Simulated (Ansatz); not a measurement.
# LiCaCl3 (model cell, started as cubic perovskite with Ca in the octahedra): following an unstable mode, part 2 of 3

Aim: this structure of LiCaCl3 (model cell, started as cubic perovskite with Ca in the octahedra) is to be tested for unstable modes, and one is followed downhill.

Ansatz 0.2.0; DFT PBEsol, scalar-relativistic, plane waves, PAW; PAW set soft_1.

So far, highest frequency on the path or at a solved wavevector (cm⁻¹): step 2 (phonons on a q mesh) 361. Also lowest frequency on the path (cm⁻¹): step 2 -181.

The structure was built from a prototype and need not be the compound's stable phase.

**6. Relaxation from the frozen mode**

Starting from the lowest point found, all atoms and the cell are let go, so that strain and other modes of the same symmetry can join in.

input.yaml

```yaml
crystal:
  lattice:
    - [5.2669287819, 5.2669287819, 0.0]
    - [5.2669287819, 0.0, 5.2669287819]
    - [5.2669287819, 0.0, -5.2669287819]
  atoms:
    - { symbol: Li, position: [-0.065770808, 0.532885404, 0.598656212] }
    - { symbol: Li, position: [0.065770808, -0.032885404, -0.098656212] }
    - { symbol: Ca, position: [0.5, 0.25, 0.75] }
    - { symbol: Ca, position: [0.5, 0.75, 0.25] }
    - { symbol: Cl, position: [0.4919384032, 0.5080615968, 0.5080615968] }
    - { symbol: Cl, position: [0.5080615968, -0.0080615968, -0.0080615968] }
    - { symbol: Cl, position: [0.0, 0.0, 0.5080615968] }
    - { symbol: Cl, position: [0.0, 0.5, -0.0080615968] }
    - { symbol: Cl, position: [0.4919384032, 0.0, 0.5080615968] }
    - { symbol: Cl, position: [0.5080615968, 0.5, -0.0080615968] }
kpoints:
  mp_grid: { grid: [4, 4, 4] }
hamiltonian:
  xc: pbesol
  pseudopotentials: { kind: paw, azcp: { folder: soft_1 }, xc_functional: pbe }
scf:
  occupations: { method: fixed }
output:
  forces: true
  stress: true
  eigenvalues: true
relax:
  adjacent_minimum: "off"
  f_tol: 0.002
  max_steps: 120
  cell: { stress_tol: 0.03 }
```

Started as:

```console
> ansatz run input.yaml --threads 4 --pin off --max-ram 16384MiB --backend cpu --events-out ev --progress --plain --runs-dir out
```

Numbers of over 12 decimals in the logs are rounded to 6 here.

The program printed:

```text
[...]
Crystal: 10 atoms, lattice volume = 292.215 Å³
Basis set: ecut = 420 eV, 5769 PW (Γ), exchange–correlation on 100×100×100 points (8 copies of the dense FFT grid, shifted against one another)
Bands: 44, of which v1, the nominal top of the filled ones, is band 34 counted from 1 (33 counted from 0)
Symmetry: 12 space group operations
[...]
k-points: 13 of 64
[...]
SCF iter   1: F=—  HF=-10383.367897 eV  |F-HF|=—  |Δ(HF+E_count)|=         —  Δρ=5.37e-2  dr2=1.82e1  ethr=3.10e-3  ⟨swp⟩=8.0  Hψ=3205  notcnv=0  defer=100
[...]
SCF iter   9: F=-10377.293924 eV  HF=-10377.293924 eV  |F-HF|=5.82e-8  |Δ(HF+E_count)|=   1.90e-6  Δρ=2.19e-6  dr2=3.28e-8  ethr=1.47e-10  ⟨swp⟩=21.5  Hψ=4576  notcnv=0
SCF 1 converged in 9 iterations: F = -10377.293924 eV  dr2 = 3.28e-8
[...]
relax step   1: F+E_penalty+E_count = -10377.29392429 eV  Δ(F+E_penalty+E_count) = +0.000e0 eV  max|allowed force component| = 2.657e-1 eV/Å  Δτ_max = 0.0000 Å  P = +0.036 GPa  Ω = 292.215 Å³  (9 SCF iters, dr2 threshold 1.00e-7 eV, accepted)
Crystal: 10 atoms, lattice volume = 295.192 Å³
Basis set: ecut = 420 eV, 5793 PW (Γ), exchange–correlation on 100×100×100 points (8 copies of the dense FFT grid, shifted against one another)
[...]
iter 1 solved again at ethr=8.95e-5 eV; its pass at ethr=3.10e-3 eV (dr2=6.08e-2 eV) is discarded
[...]
SCF iter   6: F=-10377.632622 eV  HF=-10377.632622 eV  |F-HF|=8.37e-11  |Δ(HF+E_count)|=   3.62e-6  Δρ=5.15e-6  dr2=1.37e-7  ethr=1.47e-9  ⟨swp⟩=18.3  Hψ=3885  notcnv=0
SCF 2 converged in 6 iterations: F = -10377.632622 eV  dr2 = 1.37e-7
relax step   2: F+E_penalty+E_count = -10377.63262221 eV  Δ(F+E_penalty+E_count) = -3.387e-1 eV  max|allowed force component| = 3.752e-1 eV/Å  Δτ_max = 0.1981 Å  P = -0.117 GPa  Ω = 295.192 Å³  energy of the carried Pulay correction = -4.230e-5 eV  (6 SCF iters, dr2 threshold 1.00e-6 eV, accepted)
Crystal: 10 atoms, lattice volume = 295.938 Å³
Basis set: ecut = 420 eV, 5805 PW (Γ), exchange–correlation on 100×100×100 points (8 copies of the dense FFT grid, shifted against one another)
[...]
SCF iter   6: F=-10377.989374 eV  HF=-10377.989374 eV  |F-HF|=8.90e-9  |Δ(HF+E_count)|=   7.41e-7  Δρ=4.23e-6  dr2=6.52e-8  ethr=1.47e-9  ⟨swp⟩=7.1  Hψ=2378  notcnv=0
SCF 3 converged in 6 iterations: F = -10377.989374 eV  dr2 = 6.52e-8
relax step   3: F+E_penalty+E_count = -10377.98937407 eV  Δ(F+E_penalty+E_count) = -3.568e-1 eV  max|allowed force component| = 4.138e-1 eV/Å  Δτ_max = 0.1969 Å  P = +0.042 GPa  Ω = 295.938 Å³  energy of the carried Pulay correction = -5.283e-5 eV  (6 SCF iters, dr2 threshold 1.00e-6 eV, accepted)
[... from here on, the SCF cycles and remarks between the steps are left out ...]
relax step   4: F+E_penalty+E_count = -10378.28059087 eV  Δ(F+E_penalty+E_count) = -2.912e-1 eV  max|allowed force component| = 3.638e-1 eV/Å  Δτ_max = 0.1947 Å  P = +0.070 GPa  Ω = 298.700 Å³  energy of the carried Pulay correction = -9.161e-5 eV  (6 SCF iters, dr2 threshold 1.00e-6 eV, accepted)
relax step   5: F+E_penalty+E_count = -10378.52561783 eV  Δ(F+E_penalty+E_count) = -2.450e-1 eV  max|allowed force component| = 2.103e-1 eV/Å  Δτ_max = 0.1982 Å  P = +0.456 GPa  Ω = 300.591 Å³  energy of the carried Pulay correction = -1.179e-4 eV  (6 SCF iters, dr2 threshold 1.00e-6 eV, accepted)
relax step   6: F+E_penalty+E_count = -10378.64411249 eV  Δ(F+E_penalty+E_count) = -1.185e-1 eV  max|allowed force component| = 9.639e-2 eV/Å  Δτ_max = 0.1987 Å  P = +0.111 GPa  Ω = 309.143 Å³  energy of the carried Pulay correction = -2.350e-4 eV  (6 SCF iters, dr2 threshold 1.00e-6 eV, accepted)
relax step   7: F+E_penalty+E_count = -10378.66193615 eV  Δ(F+E_penalty+E_count) = -1.782e-2 eV  max|allowed force component| = 2.987e-1 eV/Å  Δτ_max = 0.1737 Å  P = +0.107 GPa  Ω = 314.115 Å³  energy of the carried Pulay correction = -3.015e-4 eV  (6 SCF iters, dr2 threshold 1.00e-6 eV, accepted)
relax step   8: F+E_penalty+E_count = -10378.70054574 eV  Δ(F+E_penalty+E_count) = -3.861e-2 eV  max|allowed force component| = 3.625e-2 eV/Å  Δτ_max = 0.0379 Å  P = +0.031 GPa  Ω = 311.489 Å³  energy of the carried Pulay correction = -2.665e-4 eV  (6 SCF iters, dr2 threshold 1.00e-6 eV, accepted)
relax step   9: F+E_penalty+E_count = -10378.70196927 eV  Δ(F+E_penalty+E_count) = -1.424e-3 eV  max|allowed force component| = 5.300e-3 eV/Å  Δτ_max = 0.0079 Å  P = +0.020 GPa  Ω = 312.019 Å³  energy of the carried Pulay correction = -2.736e-4 eV  (5 SCF iters, dr2 threshold 8.21e-8 eV, accepted)
relax step  10: F+E_penalty+E_count = -10378.70200199 eV  Δ(F+E_penalty+E_count) = -3.272e-5 eV  max|allowed force component| = 8.500e-3 eV/Å  Δτ_max = 0.0084 Å  P = -0.014 GPa  Ω = 312.211 Å³  energy of the carried Pulay correction = -2.762e-4 eV  (6 SCF iters, dr2 threshold 1.76e-9 eV, accepted)
relax step  11: F+E_penalty+E_count = -10378.70214435 eV  Δ(F+E_penalty+E_count) = -1.424e-4 eV  max|allowed force component| = 2.044e-4 eV/Å  Δτ_max = 0.0036 Å  P = -0.000 GPa  Ω = 312.263 Å³  energy of the carried Pulay correction = -2.769e-4 eV  (5 SCF iters, dr2 threshold 4.52e-9 eV, accepted)
Basis set: ecut = 420 eV, 6101 PW (Γ), exchange–correlation on 100×100×108 points (8 copies of the dense FFT grid, shifted against one another)
[...]
SCF iter   7: F=-10378.702582 eV  HF=-10378.702582 eV  |F-HF|=2.91e-11  |Δ(HF+E_count)|=  8.37e-11  Δρ=2.40e-8  dr2=2.97e-12  ethr=1.00e-12  ⟨swp⟩=19.3  Hψ=4054  notcnv=0
SCF 12 converged in 7 iterations: F = -10378.702582 eV  dr2 = 2.97e-12
relax step  12: F+E_penalty+E_count = -10378.70258150 eV  Δ(F+E_penalty+E_count) = -4.371e-4 eV  max|allowed force component| = 2.421e-4 eV/Å  Δτ_max = 0.0000 Å  P = +0.001 GPa  Ω = 312.263 Å³  stress off target by 3.71e-3 GPa  SCF on the basis re-selected at this cell (its energy is not comparable with the rows above)  (7 SCF iters)
basis re-selected at this cell: Δ(F+E_penalty+E_count) = -4.371e-4 eV, ΔP = +0.001 GPa vs the last step (what re-selecting the basis moved, of the pressure what is left beyond the Pulay correction that the steps carried, after the strain that the cell walked since its last selection, with what the two solves' SCF thresholds leave and, on support functions, any second-order correction that the steps lacked; it is no measure of the basis error at this ecutwfc). The dense FFT grid was sized anew with the basis: this SCF ran on 50×50×54 points, the steps before it on 50×50×50, so part of this shift can come from that change (see relax.cell in the input reference). [rest of the remark cut]
SCF converged after 7 iterations
Free energy (F): -10378.702582 eV
[...]
Internal energy: -10378.702582 eV  (E = F + TS)
E sigma→0 (E₀):  -10378.702582 eV
Fermi energy:    -0.237866 eV
[...]
--- Forces (eV/Å), atoms counted from 1 ---
  atom   1  Li     0.00001800    -0.00001800    -0.00001800
  atom   2  Li    -0.00001800     0.00001800     0.00001800
  atom   3  Ca     0.00000000    -0.00000000     0.00000000
  atom   4  Ca     0.00000000     0.00000000     0.00000000
  atom   5  Cl     0.00024211    -0.00024211     0.00008753
  atom   6  Cl    -0.00024211     0.00024211    -0.00008753
  atom   7  Cl     0.00024211     0.00008753    -0.00024211
  atom   8  Cl    -0.00024211    -0.00008753     0.00024211
  atom   9  Cl    -0.00008753    -0.00024211    -0.00024211
  atom  10  Cl     0.00008753     0.00024211     0.00024211
  max |Σ_I F_I| component: 1.29e-18 eV/Å
--- Stress (GPa, compression-positive) ---
        0.000988      -0.001362      -0.001362
       -0.001362       0.000988       0.001362
       -0.001362       0.001362       0.000988
  P = ⅓ Tr σ = 0.0010 GPa (0.010 kbar)
--- Band table (eV; the first three rows and the last of 13) ---
  k-point 0: bands = [... 30 lower, -0.6231, -0.5911, -0.5911, -0.2379, 4.4880, 5.2784, 5.3041, 5.3041, ... 6 higher]
  k-point 1: bands = [... 30 lower, -0.6461, -0.6461, -0.6138, -0.2771, 4.8656, 5.3836, 5.5294, 5.5294, ... 6 higher]
  k-point 2: bands = [... 30 lower, -0.7310, -0.7310, -0.5701, -0.3265, 5.5436, 5.6006, 5.8608, 6.0195, ... 6 higher]
  k-point 12: bands = [... 30 lower, -0.9933, -0.8816, -0.6046, -0.5637, 5.3988, 5.7775, 5.9772, 6.0816, ... 6 higher]
--- Relaxed structure (11 steps of the walk, 11 accepted, 1 SCFs on fresh bases) ---
  F+E_penalty+E_count = -10378.70258150 eV   max|allowed force component| = 2.421e-4 eV/Å   (the final SCF, on the basis selected at the relaxed cell)
  cell:  # Å, volume = 312.2631 Å³
    - [5.205388, 5.205388, 0.0]
    - [5.205388, 0.0, 5.205388]
    - [5.576562, -0.371174, -5.576562]
  atoms:
    - { symbol: Li, position: [-0.188970, 0.594485, 0.783455] }
    - { symbol: Li, position: [0.188970, -0.094485, -0.283455] }
    - { symbol: Ca, position: [0.500000, 0.250000, 0.75] }
    - { symbol: Ca, position: [0.500000, 0.750000, 0.250000] }
    - { symbol: Cl, position: [0.471729, 0.529299, 0.527243] }
    - { symbol: Cl, position: [0.528271, -0.029299, -0.027243] }
    - { symbol: Cl, position: [0.00205603, -0.00102802, 0.527243] }
    - { symbol: Cl, position: [-0.00205603, 0.501028, -0.027243] }
    - { symbol: Cl, position: [0.471729, -0.00102802, 0.527243] }
    - { symbol: Cl, position: [0.528271, 0.501028, -0.027243] }
```

Run time: 39 s. Hardware: 4 threads of Arm Neoverse V1, shared host; peak memory 0.73 GiB; 2.5 min of CPU time.

The steps of the relaxation:

```csv
step,energy less that of the first step (eV),largest force component (eV/Å),pressure (GPa),volume (Å³)
1,0.0000,0.2657,0.04,292.21
2,-0.3387,0.3752,-0.12,295.19
3,-0.6955,0.4138,0.04,295.94
4,-0.9867,0.3638,0.07,298.70
5,-1.2317,0.2103,0.46,300.59
6,-1.3502,0.0964,0.11,309.14
7,-1.3680,0.2987,0.11,314.11
8,-1.4066,0.0362,0.03,311.49
9,-1.4080,0.0053,0.02,312.02
10,-1.4081,0.0085,-0.01,312.21
11,-1.4082,0.0002,0.00,312.26
12*,-1.4087,0.0002,0.00,312.26
```

Relaxation steps marked * repeat the geometry before them on a plane-wave basis chosen anew for their cell, so energy and pressure can jump there.

Forces are held to the 12 operations that the run works with; a distortion that breaks them can't arise in this run.

```csv
"conventional cell, symmetrised",before,after,change
a (Å),7.449,7.362,-1.2 %
b (Å),7.449,7.362,-1.2 %
c (Å),18.245,19.961,+9.4 %
volume (Å³/atom),29.22,31.23,+6.9 %
```

The atoms that moved most (Å, as changes of fractional coordinates times the final cell):

| atom | dx | dy | dz | length |
| --- | --- | --- | --- | --- |
| Li1 | 0.710 | -0.710 | -0.710 | 1.230 |
| Li2 | -0.710 | 0.710 | 0.710 | 1.230 |
| Cl5 | 0.112 | -0.112 | 0.004 | 0.159 |
| Cl9 | -0.004 | -0.112 | -0.112 | 0.159 |
| Cl6 | -0.112 | 0.112 | -0.004 | 0.159 |
| Cl8 | -0.112 | -0.004 | 0.112 | 0.159 |
| Cl7 | 0.112 | 0.004 | -0.112 | 0.159 |
| Cl10 | 0.004 | 0.112 | 0.112 | 0.159 |

This step gave:

| Item | Value |
| --- | --- |
| pressure | 9.88e-4 GPa |
| gap on the k-mesh | 4.726 eV |
| volume per atom | 31.23 Å³ |

The distorted start has space group R-3m; the relaxation ends in R-3m.

**7. The new phase in its own primitive cell**

The relaxed structure is symmetrised, reduced to its primitive cell and relaxed tightly, as its phonons need.

input.yaml

```yaml
crystal:
  lattice:
    - [3.6807649831, 2.1250906538, 6.6535565168]
    - [-3.6807649831, 2.1250906538, 6.6535565168]
    - [0.0, -4.2501813077, 6.6535565168]
  atoms:
    - { symbol: Li, position: [0.1555148774, 0.1555148774, 0.1555148774] }
    - { symbol: Li, position: [0.8444851226, 0.8444851226, 0.8444851226] }
    - { symbol: Ca, position: [0.5, 0.5, 0.5] }
    - { symbol: Ca, position: [0.0, 0.0, 0.0] }
    - { symbol: Cl, position: [0.7510280166, 0.22070134, 0.7510280166] }
    - { symbol: Cl, position: [0.2489719834, 0.77929866, 0.2489719834] }
    - { symbol: Cl, position: [0.7510280166, 0.7510280166, 0.22070134] }
    - { symbol: Cl, position: [0.2489719834, 0.2489719834, 0.77929866] }
    - { symbol: Cl, position: [0.22070134, 0.7510280166, 0.7510280166] }
    - { symbol: Cl, position: [0.77929866, 0.2489719834, 0.2489719834] }
kpoints:
  mp_grid: { grid: [3, 3, 3] }
hamiltonian:
  xc: pbesol
  pseudopotentials: { kind: paw, azcp: { folder: soft_1 }, xc_functional: pbe }
scf:
  occupations: { method: fixed }
output:
  forces: true
  stress: true
  eigenvalues: true
relax:
  adjacent_minimum: "off"
  f_tol: 0.001
  max_steps: 60
  cell: { stress_tol: 0.01 }
```

The program printed:

```text
[...]
Crystal: 10 atoms, lattice volume = 312.263 Å³
Basis set: ecut = 420 eV, 6101 PW (Γ), exchange–correlation on 108×108×108 points (8 copies of the dense FFT grid, shifted against one another)
Bands: 44, of which v1, the nominal top of the filled ones, is band 34 counted from 1 (33 counted from 0)
Symmetry: 12 space group operations
[...]
k-points: 6 of 27
[...]
- { symbol: Ca, position: [0.500000, 0.500000, 0.5] }
    - { symbol: Ca, position: [0.0, 0.0, 0.0] }
    - { symbol: Cl, position: [0.751028, 0.220701, 0.751028] }
    - { symbol: Cl, position: [0.248972, 0.77929866, 0.248972] }
    - { symbol: Cl, position: [0.751028, 0.751028, 0.220701] }
    - { symbol: Cl, position: [0.248972, 0.248972, 0.77929866] }
    - { symbol: Cl, position: [0.220701, 0.751028, 0.751028] }
    - { symbol: Cl, position: [0.77929866, 0.248972, 0.248972] }
[key lines of the parts left out:]
SCF converged after 6 iterations
Free energy (F): -10378.702299 eV
Fermi energy:    -0.237768 eV
P = ⅓ Tr σ = 0.0018 GPa (0.018 kbar)
```

It took 4.5 s on 4 threads; peak memory 0.69 GiB; 17 s of CPU time.

Little changed from the start: no atom moved by 0.005 Å and no cell edge by 0.1 %.

Numbers from this step:

```yaml
pressure: 0.001758 GPa
direct_gap_on_mesh: 4.726 eV
```

The largest force component left is 0.30 meV/Å and the pressure is 0.002 GPa, within the tolerances set. The cell now holds 31.23 Å³/atom.

(Continued in part 3 of 3.)

[Logs are printed without paths, hosts, clocks, repeated set-up lines and the standing remarks that a program may print on its own settings, such as how far it seeks lower states.]

[Hosts, paths, dates, database ids (printed as entryN), source tags and the programs' standing remarks are cut or masked in the printed files.]
